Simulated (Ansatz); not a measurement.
# A hypothetical structure for AlRu2N

This structure for AlRu2N is made up. Its elements were placed in a known structure type with a cell scaled to their sizes. What cell does the guess relax to, and how far off was it?

Main program and level: Ansatz 0.2.0; DFT, PBE, plane-wave PAW, files of the set soft_1, scalar-relativistic, no spin, cell and ions relaxed at zero pressure; PAW set soft_1, in the first sound run; inputs show where later runs differ.

## (1) Set-up

Symmetry: P6_3/mmc, No. 194, hexagonal system. Conventional cell: a = 2.928 Å, b = 2.928 Å, c = 12.925 Å, α = 90.00°, β = 90.00°, γ = 120.00°. Nearest to Ru lie 3 N at 2.04 Å. Nearest to Al lie 6 Ru at 2.69 Å and 6 Al at 2.93 Å. Nearest to N lie 6 Ru at 2.04 Å. Farther neighbours and most contacts between anions are not listed.

## (2) Relaxing cell and atoms

The guessed cell has no reason to be at equilibrium. It is relaxed with the atoms, within the space group of the guess.

The input, input.yaml:

```yaml
crystal:
  lattice:
    - [2.928, 0.0, 0.0]
    - [-1.464, 2.535722382, 0.0]
    - [0.0, 0.0, 12.925]
  atoms:
    - { symbol: Ru, position: [0.666666667, 0.333333333, 0.9115] }
    - { symbol: Ru, position: [0.333333333, 0.666666667, 0.4115] }
    - { symbol: Ru, position: [0.333333333, 0.666666667, 0.0885] }
    - { symbol: Ru, position: [0.666666667, 0.333333333, 0.5885] }
    - { symbol: Al, position: [0.333333333, 0.666666667, 0.75] }
    - { symbol: Al, position: [0.666666667, 0.333333333, 0.25] }
    - { symbol: "N", position: [0.0, 0.0, 0.0] }
    - { symbol: "N", position: [0.0, 0.0, 0.5] }
kpoints:
  mp_grid: { grid: [10, 10, 2] }
scf:
  occupations: { method: fermi_dirac, width: 0.05 }
hamiltonian:
  xc: pbe
  pseudopotentials: { kind: paw, azcp: { folder: soft_1 } }
relax:
  f_tol: 0.015
  max_steps: 70
  cell: {}
output:
  forces: true
  stress: true
```

Run with:

```bash
ansatz run input.yaml --threads 4 --pin off --max-ram 10240MiB --backend cpu --events-out ev --progress --plain --runs-dir out
```

Numbers of over 12 decimals in the logs are rounded to 6 here.

The program printed:

```text
Engine: ansatz 0.2.0, x86_64-unknown-linux-gnu
Pseudopotentials: kind: paw
Pseudopotential: Ru, paw, valence charge 16, recommended cutoff 420 eV (normal), soft_1/Ru.paw.azcp
Pseudopotential: Al, paw, valence charge 3, recommended cutoff 420 eV (normal), soft_1/Al.paw.azcp
Pseudopotential: N, paw, valence charge 5, recommended cutoff 420 eV (normal), soft_1/N.paw.azcp
Functional definition: PBE
  parameter kappa = 0.804
  parameter beta = 0.066725
  exchange = pbe_x(kappa = kappa, mu = beta*pi^2/3)
  correlation = pbe_c(beta = beta)
Crystal: 8 atoms, lattice volume = 95.963 Å³
Basis set: ecut = 420 eV, 1855 PW (Γ), exchange–correlation on 40×40×180 points (8 copies of the dense FFT grid, shifted against one another)
Bands: 48, of which v1, the nominal top of the filled ones, is band 40 counted from 1 (39 counted from 0)
Symmetry: 24 space group operations
Space group: P63/mmc (ITA 194), of the structure as read, at distance tolerance 4.6e-5 Å
k-points: 28 of 200
Non-local potential: Ru, projectors of the file, l = 0: 3, l = 1: 2, l = 2: 2, l = 3: 1
Non-local potential: Al, projectors of the file, l = 0: 2, l = 1: 2, l = 2: 1
Non-local potential: N, projectors of the file, l = 0: 2, l = 1: 2, l = 2: 1
PAW form: soft (Blöchl's): semilocal exchange-correlation on the pseudo side does not see the compensation charge
PAW one-centre angular grid: Ru, 590 points (default); XC on 64 Gauss nodes
PAW one-centre angular grid: Al, 110 points (default); XC on 64 Gauss nodes
PAW one-centre angular grid: N, 110 points (default); XC on 64 Gauss nodes
Initial density: superposition of atomic densities (chi_scale 0.1, normalization cell, long waves kept (reshape's long-wave potential 0.58 eV rms))
Initial wavefunctions: pseudopotential atomic-orbital guess
Functional: x = pbe(κ = 0.804, μ = 0.219515), c = pbe(β = 0.066725)
SCF iter   1: F=—  HF=-25364.182246 eV  |F-HF|=—  |Δ(HF+E_count)|=         —  Δρ=1.34e-1  dr2=5.85e1  ethr=3.10e-3  ⟨swp⟩=6.3  Hψ=4914  notcnv=0
preconditioner: auto → Kerker (q_TF=auto, 2.647 Å⁻¹)  [metal: Δε(μ)=0.023 eV  Ē_g=7.117 eV  σ=0.050 eV  W_gap=0.12  n_scr=28 (ndim 8)  ℏωp=26.3 eV  f_vac=0.000  D(μ)=4.79/eV (n_scr^D=54)]
SCF iter   2: F=—  HF=-25358.477772 eV  |F-HF|=—  |Δ(HF+E_count)|=    5.70e0  Δρ=6.11e-2  dr2=1.57e1  ethr=3.10e-3  ⟨swp⟩=3.8  Hψ=3083  notcnv=0  defer=14
SCF iter   3: F=—  HF=-25356.470639 eV  |F-HF|=—  |Δ(HF+E_count)|=    2.01e0  Δρ=1.40e-2  dr2=1.07e0  ethr=3.10e-3  ⟨swp⟩=3.0  Hψ=2449  notcnv=0  defer=18
SCF iter   4: F=—  HF=-25356.300230 eV  |F-HF|=—  |Δ(HF+E_count)|=   1.70e-1  Δρ=3.71e-3  dr2=2.05e-2  ethr=1.34e-3  ⟨swp⟩=2.3  Hψ=2002  notcnv=0  defer=29
SCF iter   5: F=—  HF=-25356.297552 eV  |F-HF|=—  |Δ(HF+E_count)|=   2.68e-3  Δρ=8.64e-4  dr2=1.56e-3  ethr=2.56e-5  ⟨swp⟩=2.4  Hψ=1970  notcnv=0  defer=29
SCF iter   6: F=—  HF=-25356.297309 eV  |F-HF|=—  |Δ(HF+E_count)|=   2.42e-4  Δρ=2.07e-4  dr2=6.06e-5  ethr=1.95e-6  ⟨swp⟩=2.0  Hψ=1703  notcnv=0  defer=29
SCF iter   7: F=—  HF=-25356.297282 eV  |F-HF|=—  |Δ(HF+E_count)|=   2.66e-5  Δρ=5.44e-5  dr2=2.57e-6  ethr=7.58e-8  ⟨swp⟩=2.0  Hψ=1821  notcnv=0  defer=29
SCF iter   8: F=—  HF=-25356.297282 eV  |F-HF|=—  |Δ(HF+E_count)|=   5.87e-7  Δρ=1.03e-5  dr2=1.70e-7  ethr=3.21e-9  ⟨swp⟩=2.0  Hψ=1871  notcnv=0  defer=29
SCF iter   9: F=-25356.297282 eV  HF=-25356.297282 eV  |F-HF|=3.82e-9  |Δ(HF+E_count)|=   1.74e-8  Δρ=2.15e-6  dr2=6.61e-9  ethr=1.25e-10  ⟨swp⟩=4.0  Hψ=4249  notcnv=0
SCF 1 converged in 9 iterations: F = -25356.297282 eV  dr2 = 6.61e-9
  greatest PAW one-centre occupation: 1.000 electrons in one spin orbital (limit 2), on the Ru atom at site 3 (counted from 0), in its partial waves of l = 0
relax step   1: F+E_penalty+E_count = -25356.29728189 eV  Δ(F+E_penalty+E_count) = +0.000e0 eV  max|allowed force component| = 1.955e0 eV/Å  Δτ_max = 0.0000 Å  P = +12.494 GPa  Ω = 95.963 Å³  (9 SCF iters, dr2 threshold 1.00e-7 eV, accepted)
Crystal: 8 atoms, lattice volume = 98.749 Å³
Basis set: ecut = 420 eV, 1891 PW (Γ), exchange–correlation on 40×40×180 points (8 copies of the dense FFT grid, shifted against one another)
Initial density: handed on by an earlier stage of this run
Initial wavefunctions: those handed on with the density
iter 1 solved again at ethr=1.46e-4 eV; its pass at ethr=3.10e-3 eV (dr2=1.17e-1 eV) is discarded
SCF iter   1: F=—  HF=-25356.652945 eV  |F-HF|=—  |Δ(HF+E_count)|=         —  Δρ=1.24e-2  dr2=1.17e-1  ethr=1.46e-4  ⟨swp⟩=1.1  Hψ=5851  notcnv=0
preconditioner: auto → Kerker (q_TF=auto, 2.634 Å⁻¹)  [metal: Δε(μ)=0.049 eV  Ē_g=6.586 eV  σ=0.050 eV  W_gap=0.23  n_scr=40 (ndim 8)  ℏωp=25.9 eV  f_vac=0.000  D(μ)=5.47/eV (n_scr^D=66)]
SCF iter   2: F=—  HF=-25356.640990 eV  |F-HF|=—  |Δ(HF+E_count)|=   1.20e-2  Δρ=6.22e-3  dr2=3.29e-2  ethr=1.46e-4  ⟨swp⟩=2.0  Hψ=1525  notcnv=0
SCF iter   3: F=—  HF=-25356.637084 eV  |F-HF|=—  |Δ(HF+E_count)|=   3.91e-3  Δρ=7.92e-4  dr2=1.61e-3  ethr=4.11e-5  ⟨swp⟩=2.1  Hψ=2141  notcnv=0
SCF iter   4: F=—  HF=-25356.636802 eV  |F-HF|=—  |Δ(HF+E_count)|=   2.82e-4  Δρ=1.91e-4  dr2=8.11e-5  ethr=2.01e-6  ⟨swp⟩=2.1  Hψ=1710  notcnv=0
SCF iter   5: F=—  HF=-25356.636732 eV  |F-HF|=—  |Δ(HF+E_count)|=   6.94e-5  Δρ=4.04e-5  dr2=2.93e-6  ethr=1.01e-7  ⟨swp⟩=2.0  Hψ=1818  notcnv=0
SCF iter   6: F=-25356.636732 eV  HF=-25356.636732 eV  |F-HF|=2.97e-8  |Δ(HF+E_count)|=   5.07e-7  Δρ=9.40e-6  dr2=8.36e-8  ethr=1.00e-9  ⟨swp⟩=4.0  Hψ=4360  notcnv=0
SCF 2 converged in 6 iterations: F = -25356.636732 eV  dr2 = 8.36e-8
relax step   2: F+E_penalty+E_count = -25356.63673165 eV  Δ(F+E_penalty+E_count) = -3.394e-1 eV  max|allowed force component| = 4.849e-1 eV/Å  Δτ_max = 0.0508 Å  P = +1.066 GPa  Ω = 98.749 Å³  energy of the carried Pulay correction = -5.173e-3 eV  (6 SCF iters, dr2 threshold 8.00e-7 eV, accepted)
Crystal: 8 atoms, lattice volume = 98.168 Å³
Basis set: ecut = 420 eV, 1905 PW (Γ), exchange–correlation on 40×40×180 points (8 copies of the dense FFT grid, shifted against one another)
iter 1 solved again at ethr=1.88e-4 eV; its pass at ethr=3.10e-3 eV (dr2=1.50e-1 eV) is discarded
SCF iter   1: F=—  HF=-25356.822393 eV  |F-HF|=—  |Δ(HF+E_count)|=         —  Δρ=1.08e-2  dr2=1.49e-1  ethr=1.88e-4  ⟨swp⟩=1.2  Hψ=5816  notcnv=0
preconditioner: auto → Kerker (q_TF=auto, 2.637 Å⁻¹)  [metal: Δε(μ)=0.056 eV  Ē_g=6.463 eV  σ=0.050 eV  W_gap=0.27  n_scr=28 (ndim 8)  ℏωp=26.0 eV  f_vac=0.000  D(μ)=6.12/eV (n_scr^D=68)]
SCF iter   2: F=—  HF=-25356.812882 eV  |F-HF|=—  |Δ(HF+E_count)|=   9.51e-3  Δρ=5.83e-3  dr2=5.11e-2  ethr=1.86e-4  ⟨swp⟩=1.0  Hψ=1348  notcnv=0
[...]
relax step   3: F+E_penalty+E_count = -25356.80764168 eV  Δ(F+E_penalty+E_count) = -1.709e-1 eV  max|allowed force component| = 1.421e-1 eV/Å  Δτ_max = 0.0461 Å  P = -1.358 GPa  Ω = 98.168 Å³  energy of the carried Pulay correction = -4.107e-3 eV  (6 SCF iters, dr2 threshold 8.00e-7 eV, accepted)
[...]
relax step   4: F+E_penalty+E_count = -25356.82337849 eV  Δ(F+E_penalty+E_count) = -1.574e-2 eV  max|allowed force component| = 4.249e-1 eV/Å  Δτ_max = 0.0566 Å  P = +1.265 GPa  Ω = 95.454 Å³  energy of the carried Pulay correction = +9.608e-4 eV  (6 SCF iters, dr2 threshold 8.00e-7 eV, accepted)
[...]
relax step   5: F+E_penalty+E_count = -25356.85201151 eV  Δ(F+E_penalty+E_count) = -2.863e-2 eV  max|allowed force component| = 4.057e-2 eV/Å  Δτ_max = 0.0340 Å  P = -0.575 GPa  Ω = 97.011 Å³  energy of the carried Pulay correction = -1.963e-3 eV  (6 SCF iters, dr2 threshold 8.00e-7 eV, accepted)
[...]
relax step   6: F+E_penalty+E_count = -25356.85397150 eV  Δ(F+E_penalty+E_count) = -1.960e-3 eV  max|allowed force component| = 3.582e-3 eV/Å  Δτ_max = 0.0044 Å  P = +0.087 GPa  Ω = 96.626 Å³  energy of the carried Pulay correction = -1.244e-3 eV  (6 SCF iters, dr2 threshold 8.00e-7 eV, accepted)
[...]
relax step   7: F+E_penalty+E_count = -25356.85398364 eV  Δ(F+E_penalty+E_count) = -1.214e-5 eV  max|allowed force component| = 3.718e-3 eV/Å  Δτ_max = 0.0003 Å  P = +0.019 GPa  Ω = 96.635 Å³  energy of the carried Pulay correction = -1.262e-3 eV  (6 SCF iters, dr2 threshold 7.80e-8 eV, accepted)
[...]
relax step   8: F+E_penalty+E_count = -25356.85942860 eV  Δ(F+E_penalty+E_count) = -5.445e-3 eV  max|allowed force component| = 9.876e-4 eV/Å  Δτ_max = 0.0000 Å  P = +0.050 GPa  Ω = 96.635 Å³  stress off target by 2.58e-1 GPa  SCF on the basis re-selected at this cell (its energy is not comparable with the rows above)  (6 SCF iters)
[...]
relax step   9: F+E_penalty+E_count = -25356.85959902 eV  Δ(F+E_penalty+E_count) = -1.704e-4 eV  max|allowed force component| = 1.252e-3 eV/Å  Δτ_max = 0.0007 Å  P = -0.000 GPa  Ω = 96.620 Å³  energy of the carried Pulay correction = +3.650e-5 eV  (6 SCF iters, dr2 threshold 1.66e-7 eV, accepted)
iter 1 solved again at ethr=9.66e-8 eV; its pass at ethr=3.10e-3 eV (dr2=7.73e-5 eV) is discarded
SCF iter   1: F=—  HF=-25356.859550 eV  |F-HF|=—  |Δ(HF+E_count)|=         —  Δρ=3.48e-5  dr2=2.61e-8  ethr=9.66e-8  ⟨swp⟩=3.0  Hψ=8029  notcnv=0
eigensolver tolerance schedule: the retry pair's looser diagonalisation over-reported the residual by 2956.88 of it (diagonalisation noise at 0.10 of the residual, at the tolerance the schedule requests for it); recorded, not acted on — ethr = c·dr2/N_el stays at c = 1.0e-1
preconditioner: auto → Kerker (q_TF=auto, 2.644 Å⁻¹)  [metal: Δε(μ)=0.008 eV  Ē_g=6.447 eV  σ=0.050 eV  W_gap=0.04  n_scr=28 (ndim 8)  ℏωp=26.2 eV  f_vac=0.000  D(μ)=7.16/eV (n_scr^D=80)]
SCF iter   2: F=—  HF=-25356.859550 eV  |F-HF|=—  |Δ(HF+E_count)|=   5.74e-8  Δρ=1.77e-5  dr2=6.89e-9  ethr=3.26e-11  ⟨swp⟩=3.0  Hψ=2710  notcnv=0
SCF iter   3: F=—  HF=-25356.859551 eV  |F-HF|=—  |Δ(HF+E_count)|=   7.20e-7  Δρ=1.15e-6  dr2=2.69e-10  ethr=8.62e-12  ⟨swp⟩=1.0  Hψ=1344  notcnv=0
iter 4 did not close the SCF: its close was put off for the readings that it lacked (scf_convergence_deferred on its scf_iter line)
SCF iter   4: F=-25356.859551 eV  HF=-25356.859551 eV  |F-HF|=2.55e-11  |Δ(HF+E_count)|=   2.39e-9  Δρ=2.10e-7  dr2=3.14e-11  ethr=1.00e-12  ⟨swp⟩=1.0  Hψ=1344  notcnv=0
iter 5 did not close the SCF: its close was put off for the readings that it lacked (scf_convergence_deferred on its scf_iter line)
SCF iter   5: F=-25356.859551 eV  HF=-25356.859551 eV  |F-HF|=7.28e-12  |Δ(HF+E_count)|=  7.28e-12  Δρ=7.54e-8  dr2=4.60e-12  ethr=1.00e-12  ⟨swp⟩=1.0  Hψ=1344  notcnv=0
iter 6 did not close the SCF: its close was put off for the readings that it lacked (scf_convergence_deferred on its scf_iter line)
SCF iter   6: F=-25356.859551 eV  HF=-25356.859551 eV  |F-HF|=7.28e-12  |Δ(HF+E_count)|=    0.00e0  Δρ=1.29e-8  dr2=1.72e-13  ethr=1.00e-12  ⟨swp⟩=1.0  Hψ=1344  notcnv=0
iter 7 did not close the SCF: its close was put off for the readings that it lacked (scf_convergence_deferred on its scf_iter line)
SCF iter   7: F=-25356.859551 eV  HF=-25356.859551 eV  |F-HF|=1.09e-11  |Δ(HF+E_count)|=  3.64e-12  Δρ=5.39e-9  dr2=1.41e-14  ethr=1.00e-12  ⟨swp⟩=1.0  Hψ=1344  notcnv=0
SCF iter   8: F=-25356.859551 eV  HF=-25356.859551 eV  |F-HF|=0.00e0  |Δ(HF+E_count)|=  3.64e-12  Δρ=2.14e-9  dr2=2.75e-15  ethr=1.00e-12  ⟨swp⟩=1.0  Hψ=2800  notcnv=0
SCF 10 converged in 8 iterations: F = -25356.859551 eV  dr2 = 2.75e-15
relax step  10: F+E_penalty+E_count = -25356.85955085 eV  Δ(F+E_penalty+E_count) = +4.816e-5 eV  max|allowed force component| = 1.267e-3 eV/Å  Δτ_max = 0.0000 Å  P = -0.000 GPa  Ω = 96.620 Å³  stress off target by 1.48e-2 GPa  SCF on the basis re-selected at this cell (its energy is not comparable with the rows above)  (8 SCF iters)
basis re-selected at this cell: Δ(F+E_penalty+E_count) = +4.816e-5 eV, ΔP = -0.000 GPa vs the last step (what re-selecting the basis moved, of the pressure what is left beyond the Pulay correction that the steps carried, after the strain that the cell walked since its last selection, with what the two solves' SCF thresholds leave and, on support functions, any second-order correction that the steps lacked; it is no m [...]
SCF converged after 8 iterations
Free energy (F): -25356.859551 eV
Harris-Foulkes:  -25356.859551 eV  (|F-HF|=0.00e0)
Internal energy: -25356.801042 eV  (E = F + TS)
E sigma→0 (E₀):  -25356.830296 eV
Entropy (-TS):   -0.058509 eV (-7.314 meV/atom)
Fermi energy:    17.520379 eV
--- Per-component energies (eV) ---
  E_band       = -448.367056
  E_kinetic    = 2147.972883
  E_local      = -8780.487977  (includes V_loc(G=0)·N_el)
  E_nonlocal   = 1749.980604
  E_hartree    = 3350.102147
  E_xc         = -873.224406
  E_vxc        = -1067.644596  (∫ρ·V_xc dr)
  E_paw        = -15205.055334  (= ΣΔE_a)
  E_vpaw       = -1198.396426  (= ΣTr[D̂ρ^β])
  E_aug_tail   = 0.004161  (compensation charges beyond the density's cutoff)
  E_ewald      = -7746.093119
  E_smearing   = -0.058509  (= −TS)
  E_closure    = -0.000000  (closes the sum)
  Σ components = -25356.859551   (vs F -25356.859551, Δ=0.00e0)
--- Forces (eV/Å), atoms counted from 1 ---
  atom   1  Ru     0.00000000     0.00000000    -0.00126674
  atom   2  Ru     0.00000000    -0.00000000    -0.00126674
  atom   3  Ru    -0.00000000    -0.00000000     0.00126674
  atom   4  Ru     0.00000000     0.00000000     0.00126674
  atom   5  Al     0.00000000     0.00000000     0.00000000
  atom   6  Al     0.00000000    -0.00000000     0.00000000
  atom   7  N     -0.00000000     0.00000000     0.00000000
  atom   8  N      0.00000000    -0.00000000    -0.00000000
  max |Σ_I F_I| component: 1.62e-17 eV/Å
--- Stress (GPa, compression-positive) ---
       -0.008120      -0.000000       0.000000
       -0.000000      -0.008120       0.000000
        0.000000       0.000000       0.014843
  P = ⅓ Tr σ = -0.0005 GPa (-0.005 kbar)
--- Relaxed structure (8 steps of the walk, 8 accepted, 2 SCFs on fresh bases) ---
  F+E_penalty+E_count = -25356.85955085 eV   max|allowed force component| = 1.267e-3 eV/Å   (the final SCF, on the basis selected at the relaxed cell)
  cell:  # Å, volume = 96.6196 Å³
    - [2.857640, 0.0, 0.0]
    - [-1.428820, 2.474789, 0.0]
    - [0.0, 0.0, 13.662162]
  atoms:
    - { symbol: Ru, position: [0.666667, 0.333333, 0.901825] }
    - { symbol: Ru, position: [0.333333, 0.666667, 0.401825] }
    - { symbol: Ru, position: [0.333333, 0.666667, 0.098175] }
    - { symbol: Ru, position: [0.666667, 0.333333, 0.598175] }
    - { symbol: Al, position: [0.333333, 0.666667, 0.75] }
    - { symbol: Al, position: [0.666667, 0.333333, 0.25] }
    - { symbol: N, position: [0, 0, 1.3421458228060402e-19] }
    - { symbol: N, position: [0, 0, 0.5] }
```

Wall time 13 s (4 threads of AMD EPYC 7B13 (Zen 3), shared host); peak memory 0.56 GiB; 45 s of CPU time.

Relaxation path:

```tsv
step	energy less that of the first step (eV)	largest force component (eV/Å)	pressure (GPa)	volume (Å³)
1	0.0000	1.9549	12.49	95.96
2	-0.3394	0.4849	1.07	98.75
3	-0.5104	0.1421	-1.36	98.17
4	-0.5261	0.4249	1.27	95.45
5	-0.5547	0.0406	-0.58	97.01
6	-0.5567	0.0036	0.09	96.63
7	-0.5567	0.0037	0.02	96.64
8*	-0.5621	0.0010	0.05	96.64
9	-0.5623	0.0013	0.00	96.62
10*	-0.5623	0.0013	0.00	96.62
```

Relaxation steps marked * repeat the geometry before them on a plane-wave basis chosen anew for their cell, so energy and pressure can jump there.

Forces are held to the 24 operations that the run works with; a distortion that breaks them can't arise in this run.

```tsv
conventional cell, symmetrised	before	after	change
a (Å)	2.928	2.858	-2.4 %
b (Å)	2.928	2.858	-2.4 %
c (Å)	12.925	13.662	+5.7 %
volume (Å³/atom)	12.00	12.08	+0.7 %
```

The atoms that moved most (Å, as changes of fractional coordinates times the final cell):

```tsv
atom	dx	dy	dz	length
Ru2	0.000	0.000	-0.132	0.132
Ru4	0.000	0.000	0.132	0.132
Ru3	0.000	0.000	0.132	0.132
Ru1	0.000	0.000	-0.132	0.132
```

This step gave:

- free energy: -25356.8596 eV
- energy at zero smearing: -25356.8303 eV
- smearing term TS: 0.05851 eV
- Fermi energy: 17.52 eV
- electrons: 80
- symmetry operations: 24
- pressure: -4.65e-4 GPa

The shortest distance of each pair, which need not be the same contact before and after:

```tsv
pair	guess (Å)	relaxed (Å)
N–Ru	2.041	2.126
Al–Ru	2.686	2.650
Ru–Ru	2.845	2.858
Al–Al	2.928	2.858
N–N	2.928	2.858
```

The relaxation ends with a largest force component of 0.0013 eV/Å and a pressure of 0.00 GPa.

(Continued in part 2 of 2.)

[Logs are printed without paths, hosts, clocks, repeated set-up lines and the standing remarks that a program may print on its own settings, such as how far it seeks lower states.]

[Hosts, paths, dates, database ids (printed as entryN), source tags and the programs' standing remarks are cut or masked in the printed files.]
